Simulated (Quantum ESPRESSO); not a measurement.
## GaN, zinc blende: band edges under a change of volume

How fast do the gaps move when the cell is scaled evenly?

Calculated with Quantum ESPRESSO 7.5, LDA, GBRV 1.5 ultrasoft potentials, cutoff 680 eV, Fermi–Dirac smearing 0.02 eV, k-mesh 11×11×11, no spin polarisation, no spin-orbit coupling.

Reference cell, relaxed at zero pressure with LDA (F-43m): a = 3.1536 Å, b = 3.1536 Å, c = 3.1536 Å, α = 60.00°, β = 60.00°, γ = 60.00°.

```csv
atom,x,y,z
Ga,0.0000,0.0000,0.0000
N,0.7500,0.7500,0.7500
```

Levels are read on the k-mesh and along lines from Γ to X = (0.5, 0, 0.5), L = (0.5, 0.5, 0.5), K = (0.375, 0.375, 0.75) and W = (0.5, 0.25, 0.75) in the reciprocal basis of this cell (the letters only name these points), and count from the highest filled level.

| ln(V/V0) | gap (eV) | direct gap at Γ (eV) |
| --- | --- | --- |
| −0.0619 | 2.345 | 2.345 |
| −0.0408 | 2.209 | 2.209 |
| −0.0202 | 2.076 | 2.076 |
| 0.0000 | 1.945 | 1.945 |
| 0.0392 | 1.692 | 1.692 |
| 0.0583 | 1.569 | 1.569 |

**Question.** Fit the direct gap at Γ and give it at ln(V/V0) = 0.0198, a row left out above.

A straight line through the 6 rows: the means are −0.004233 for ln(V/V0) and 1.9727 for the level, Σ(Δx)² = 0.01073 and ΣΔxΔy = −0.06931, so the slope is −0.06931/0.01073 = −6.4584 and the intercept 1.9727 − (−6.4584)(−0.004233) = 1.9453.

The slope is the volume deformation potential of this gap, −6.46 eV, as a mean over the range. The line gives 1.817 eV. The run itself gives 1.818 eV, so the estimate misses by 0.001 eV, a rounding's worth.

The gap is direct at Γ in every row. Semilocal functionals give gaps that are too small, and the error differs from valley to valley, so the order of close valleys can be wrong too.

[Logs are printed without paths, hosts, clocks, repeated set-up lines and the standing remarks that a program may print on its own settings, such as how far it seeks lower states.]
